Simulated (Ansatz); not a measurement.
# Ca3AsF3: complex band structure, part 3 of 3

A new crystal, Ca3AsF3: structure, gap and complex bands. It is built by putting F for Cl in the Ca3AsCl3 structure of space group Pm-3m, with the volume rescaled by atomic radii. The parent structure comes from the Materials Project.

Ansatz 0.2.0; LDA DFT, plane waves, PAW files (the session's first sound run).

So far, gap on the k-mesh (eV): step 3 (band edges) 1.95; step 4 (complex bands, plane (001), k-mesh 6×6×6) 1.96.

The structure was built from a prototype and need not be the compound's stable phase.

### 6. Band edges at another level, cutoff 500 eV

This step: r2SCAN DFT, plane waves, PAW files (Ansatz 0.2.0).

The edges again with r2SCAN, at the same atoms. Against that run the cutoff is 500 eV against 420.

Contents of input.yaml:

```yaml
crystal:
  lattice:
    - [5.2321382056, 0.0, 0.0]
    - [0.0, 5.2321382056, 0.0]
    - [0.0, 0.0, 5.2321382056]
  atoms:
    - { symbol: Ca, position: [0.5, 0.0, 0.0] }
    - { symbol: Ca, position: [0.0, 0.5, 0.0] }
    - { symbol: Ca, position: [0.0, 0.0, 0.5] }
    - { symbol: As, position: [0.0, 0.0, 0.0] }
    - { symbol: F, position: [0.5, 0.0, 0.5] }
    - { symbol: F, position: [0.5, 0.5, 0.0] }
    - { symbol: F, position: [0.0, 0.5, 0.5] }
kpoints:
  mp_grid: { grid: [4, 4, 4] }
  band_path: { path: [VBM, CBM], npoints: 30 }
scf:
  occupations: { method: fixed }
hamiltonian:
  xc: r2scan
output:
  eigenvalues: true
```

Command:

```bash
ansatz run input.yaml --threads 2 --pin off --max-ram 4096MiB --backend cpu --events-out ev --progress --plain --runs-dir out
```

Numbers of over 12 decimals in the logs are rounded to 6 here.

The program printed:

```text
[...]
Crystal: 7 atoms, lattice volume = 143.231 Å³
Basis set: ecut = 500 eV, 3743 PW (Γ), exchange–correlation on 160×160×160 points (64 copies of the dense FFT grid, shifted against one another)
Bands: 40, of which v1, the nominal top of the filled ones, is band 33 counted from 1 (32 counted from 0)
Symmetry: 48 space group operations
[...]
k-points: 10 of 64
[...]
SCF iter   1: F=—  HF=-12769.472073 eV  |F-HF|=—  |Δ(HF+E_count)|=         —  Δρ=9.02e-3  dr2=1.26e-1  dr2_τ=9.74e-2  ethr=1.77e-3  ⟨swp⟩=5.4  Hψ=1409  notcnv=0  defer=39
[...]
SCF iter   7: F=-12769.649786 eV  HF=-12769.649786 eV  |F-HF|=3.09e-8  |Δ(HF+E_count)|=   1.68e-6  Δρ=6.41e-6  dr2=7.15e-8  dr2_τ=3.88e-9  ethr=1.52e-10  ⟨swp⟩=12.9  Hψ=2198  notcnv=0
SCF 1 converged in 7 iterations: F = -12769.649786 eV  dr2 = 7.15e-8
[...]
SCF converged after 7 iterations
Free energy (F): -12769.649786 eV
[...]
Internal energy: -12769.649786 eV  (E = F + TS)
E sigma→0 (E₀):  -12769.649786 eV
Fermi energy:    5.499893 eV
[...]
--- Band table (eV; the first three rows and the last of 10) ---
  k-point 0: bands = [... 29 lower, 1.4931, 5.4999, 5.4999, 5.4999, 8.0603, 8.0603, 8.0603, 8.2357, ... 3 higher]
  k-point 1: bands = [... 29 lower, 1.4625, 4.4725, 5.2409, 5.2409, 8.1608, 8.6774, 8.6774, 8.7861, ... 3 higher]
  k-point 2: bands = [... 29 lower, 1.4316, 3.6611, 5.0409, 5.0409, 8.2768, 9.3464, 9.3464, 9.7847, ... 3 higher]
  k-point 9: bands = [... 29 lower, 1.5987, 3.5389, 3.5389, 3.5389, 9.7842, 10.9061, 10.9061, 10.9061, ... 3 higher]
```

The job ended after 15 s (2 threads of Arm Neoverse V2, shared host; peak memory 0.62 GiB).

Numbers from this step:

```yaml
free_energy: -12769.6498 eV
fermi_energy: 5.500 eV
gap_on_the_k_mesh: 2.560 eV
gap_on_path: 2.560 eV, by band count; negative where bands overlap
direct_gap_on_path: 2.560 eV
```

Levels at VBM (eV): -4.68, -4.68, -4.68, -4.44, -4.44, -4.44, -4.01, -4.01, -4.01, 0.00, 0.00, 0.00, 2.56, 2.56, 2.56, 2.74, 4.96, 4.96, 5.56.

The searched edges give 2.56 eV, as on the mesh.

For the gap on the k-mesh, step 3 gave 1.95 eV; this run, with r2SCAN and cutoff 500 eV, gives 2.56 eV.

### 7. Complex bands at another level, cutoff 500 eV

This step: r2SCAN DFT, plane waves, PAW files; complex bands by layer matching along the plane's normal (Ansatz 0.2.0).

The complex bands at that level, over its own gap, at (0, 0) and (0.5, 0).

input.yaml: that of step 6 with these lines changed.

```diff
@@ -2,5 +2,5 @@
   lattice:
-    - [5.2321382056, 0.0, 0.0]
-    - [0.0, 5.2321382056, 0.0]
-    - [0.0, 0.0, 5.2321382056]
+    - [5.232138206, 0.0, 0.0]
+    - [0.0, 5.232138206, 0.0]
+    - [0.0, 0.0, 5.232138206]
   atoms:
@@ -14,4 +14,3 @@
 kpoints:
-  mp_grid: { grid: [4, 4, 4] }
-  band_path: { path: [VBM, CBM], npoints: 30 }
+  mp_grid: { grid: [6, 6, 6] }
 scf:
@@ -22 +21,6 @@
   eigenvalues: true
+  transmission:
+    leads: [[0, 0]]
+    kpoints: [[0.0, 0.0], [0.5, 0.0]]
+    e_range: [-1.0, 3.56]
+    de: 0.11
```

The program printed:

```text
[...]
Crystal: 7 atoms, lattice volume = 143.231 Å³
Basis set: ecut = 500 eV, 3743 PW (Γ), exchange–correlation on 160×160×160 points (64 copies of the dense FFT grid, shifted against one another)
Bands: 40, of which v1, the nominal top of the filled ones, is band 33 counted from 1 (32 counted from 0)
Symmetry: 48 space group operations
[...]
k-points: 20 of 216
[...]
SCF iter   1: F=—  HF=-12769.475057 eV  |F-HF|=—  |Δ(HF+E_count)|=         —  Δρ=9.00e-3  dr2=1.24e-1  dr2_τ=9.74e-2  ethr=1.77e-3  ⟨swp⟩=5.7  Hψ=2837  notcnv=0  defer=84
[...]
SCF iter   7: F=-12769.652384 eV  HF=-12769.652384 eV  |F-HF|=3.50e-8  |Δ(HF+E_count)|=   1.65e-6  Δρ=6.47e-6  dr2=7.20e-8  dr2_τ=4.33e-9  ethr=1.52e-10  ⟨swp⟩=13.0  Hψ=4335  notcnv=0
SCF 1 converged in 7 iterations: F = -12769.652384 eV  dr2 = 7.20e-8
[...]
transmission: 8 of 16 steps passed
transmission: 16 of 16 steps passed
SCF converged after 7 iterations
Free energy (F): -12769.652384 eV
[...]
Internal energy: -12769.652384 eV  (E = F + TS)
E sigma→0 (E₀):  -12769.652384 eV
Fermi energy:    5.499275 eV
[...]
--- Band table (eV; the first three rows and the last of 20) ---
  k-point 0: bands = [... 29 lower, 1.4932, 5.4993, 5.4993, 5.4993, 8.0604, 8.0604, 8.0604, 8.2358, ... 3 higher]
  k-point 1: bands = [... 29 lower, 1.4780, 4.9426, 5.3597, 5.3597, 8.1091, 8.3694, 8.3694, 8.5119, ... 3 higher]
  k-point 2: bands = [... 29 lower, 1.4472, 4.0504, 5.1350, 5.1350, 8.2166, 8.9977, 8.9977, 9.1113, ... 3 higher]
  k-point 19: bands = [... 29 lower, 1.5988, 3.5383, 3.5383, 3.5383, 9.7844, 10.9060, 10.9060, 10.9060, ... 3 higher]
--- Transmission ---
  basis      : 293 plane waves across, 8 finite elements along
  points     : 2, as listed
[...]
crystal 0  : Ca3As1F3, at the sites [0, 0], period 5.2321 Å: whole cells are its period
[...]
channels       : 0.000000e0 a spin
[...]
slowest decay  : 0.2158 /Å at (0.0000, 0.0000)
```

It took 49 s on 2 threads; peak memory 1.2 GiB.

This step gave:

| Quantity | Value |
| --- | --- |
| free energy | -12769.6524 eV |
| Fermi energy | 5.499 eV |
| gap on the k-mesh | 2.561 eV |
| level to which the leads are filled | 1.281 eV from the Fermi level |
| decay constant at the filling level, zone centre | 0.2158 Å⁻¹ |
| decay constant at the filling level, slowest listed point | 0.2158 Å⁻¹ |

K parallel (0, 0); values up to 1.5 1/Å, a degenerate pair printed once or twice; energies at which all values exceed this have no row. The Im kz of the slowest decaying states by energy, zero at the highest filled level on the SCF mesh:

```
energy (eV)  decay 1 (Å⁻¹)  decay 2 (Å⁻¹)  decay 3 (Å⁻¹)  decay 4 (Å⁻¹)
      -1.00          0.435          0.590          0.621          0.955
      -0.78          0.343          0.588          0.623          0.949
      -0.56          0.198          0.585          0.624          0.942
      -0.34          0.580          0.624          0.935          0.969
      -0.12          0.574          0.623          0.926          0.967
      -0.01          0.571          0.622          0.921          0.966
       0.10         0.0753          0.146          0.567          0.621
       0.32          0.129          0.233          0.557          0.619
       0.54          0.162          0.273          0.546          0.615
       0.76          0.184          0.293          0.533          0.611
       0.98          0.200          0.301          0.518          0.607
       1.20          0.212          0.300          0.501          0.601
       1.53          0.221          0.285          0.470          0.591
       1.75          0.222          0.265          0.446          0.583
       1.97          0.217          0.236          0.419          0.570
       2.19          0.195          0.204          0.391          0.471
       2.41          0.129          0.175          0.320          0.362
       2.63          0.110          0.336          0.541          0.751
       2.85          0.192          0.315          0.528          0.734
       3.07          0.298          0.328          0.513          0.716
       3.29          0.284          0.381          0.496          0.697
       3.51          0.271          0.405          0.476          0.678
```

K parallel (0, 0). Re kz of states that move upwards against energy, zero at the highest filled level on the SCF mesh:

```
energy (eV)  channel 1 (Å⁻¹)  channel 2 (Å⁻¹)  channel 3 (Å⁻¹)  channel 4 (Å⁻¹)
      -1.00           -0.294                -                -                -
      -0.78           -0.248                -                -                -
      -0.56           -0.201                -                -                -
      -0.34           -0.375           -0.375           -0.150                -
      -0.12           -0.183           -0.183          -0.0856                -
      -0.01          -0.0489          -0.0489          -0.0239                -
       0.10                -                -                -                -
       0.32                -                -                -                -
       0.54                -                -                -                -
       0.76                -                -                -                -
       0.98                -                -                -                -
       1.20                -                -                -                -
       1.53                -                -                -                -
       1.75                -                -                -                -
       1.97                -                -                -                -
       2.19                -                -                -                -
       2.41                -                -                -                -
       2.63           0.0907           0.0907            0.242                -
       2.85            0.123            0.193            0.193                -
       3.07            0.223            0.267            0.267                -
       3.29            0.301            0.334            0.334                -
       3.51            0.370            0.404            0.404                -
```

K parallel (0.5, 0); values up to 1.5 1/Å, a degenerate pair printed once or twice; energies at which all values exceed this have no row. The Im kz of the slowest decaying states by energy, zero at the highest filled level on the SCF mesh:

```
energy (eV)  decay 1 (Å⁻¹)  decay 2 (Å⁻¹)  decay 3 (Å⁻¹)  decay 4 (Å⁻¹)
      -1.00          0.257          0.552          0.634          0.952
      -0.78          0.565          0.635          0.954          0.987
      -0.67          0.570          0.635          0.954          0.986
      -0.45         0.0277         0.0526          0.577          0.634
      -0.23          0.133          0.235          0.581          0.633
      -0.12          0.159          0.271          0.582          0.632
      -0.01          0.180          0.297          0.582          0.631
       0.10          0.198          0.316          0.582          0.630
       0.21          0.213          0.331          0.582          0.628
       0.43          0.237          0.349          0.579          0.624
       0.65          0.256          0.358          0.574          0.620
       0.76          0.265          0.360          0.572          0.617
       0.98          0.278          0.359          0.565          0.612
       1.20          0.289          0.352          0.556          0.605
       1.31          0.294          0.347          0.551          0.601
       1.53          0.301          0.332          0.539          0.593
       1.75          0.307          0.312          0.526          0.585
       1.86          0.299          0.309          0.519          0.580
       2.08          0.269          0.312          0.503          0.569
       2.30          0.229          0.313          0.484          0.558
       2.41          0.204          0.313          0.473          0.552
       2.63          0.133          0.311          0.450          0.539
       2.74         0.0678          0.310          0.437          0.532
       2.96          0.305          0.407          0.516          0.696
       3.18          0.297          0.371          0.500          0.611
       3.29          0.292          0.349          0.491          0.563
       3.51          0.278          0.296          0.446          0.472
```

At the listed wavevectors the last open channel is at -0.01 eV and the next at +2.63 eV on the grid. At +1.31 eV, the grid energy nearest the filling level (the middle of the gap on the SCF mesh), the slowest state at the listed wavevectors decays with κ = 0.216 Å⁻¹, its amplitude falling by e over 4.6 Å; the first such run, plane (001), gave 0.181 Å⁻¹.

### 8. Summary of results

- band gap: 1.95 eV
- least decay constant at mid-gap, normal to (001): 0.181 Å⁻¹
- least decay constant on a mesh, normal to (001): 0.180 Å⁻¹
- least decay constant, r2SCAN: 0.216 Å⁻¹

With LDA, the slowest decay at the wavevectors tried is κ = 0.181 Å⁻¹, normal to (001). Through such a film the transmission near mid-gap falls as exp(−2κd), a factor of ten every 6.4 Å. A free electron under a barrier of half the gap would need a mass of 0.13 mₑ to decay at this rate. With r2SCAN the gap goes from 1.95 to 2.56 eV and the decay constant, over the first 2 listed wavevectors, from 0.181 to 0.216 Å⁻¹. The compound is made up by substitution; its stability against other phases and against distortions of the cell's symmetry was not tested. A semilocal functional narrows gaps, so real decay constants are likely larger.

[Logs are printed without paths, hosts, clocks, repeated set-up lines and the standing remarks that a program may print on its own settings, such as how far it seeks lower states.]

[Hosts, paths, dates, database ids (printed as entryN), source tags and the programs' standing remarks are cut or masked in the printed files.]
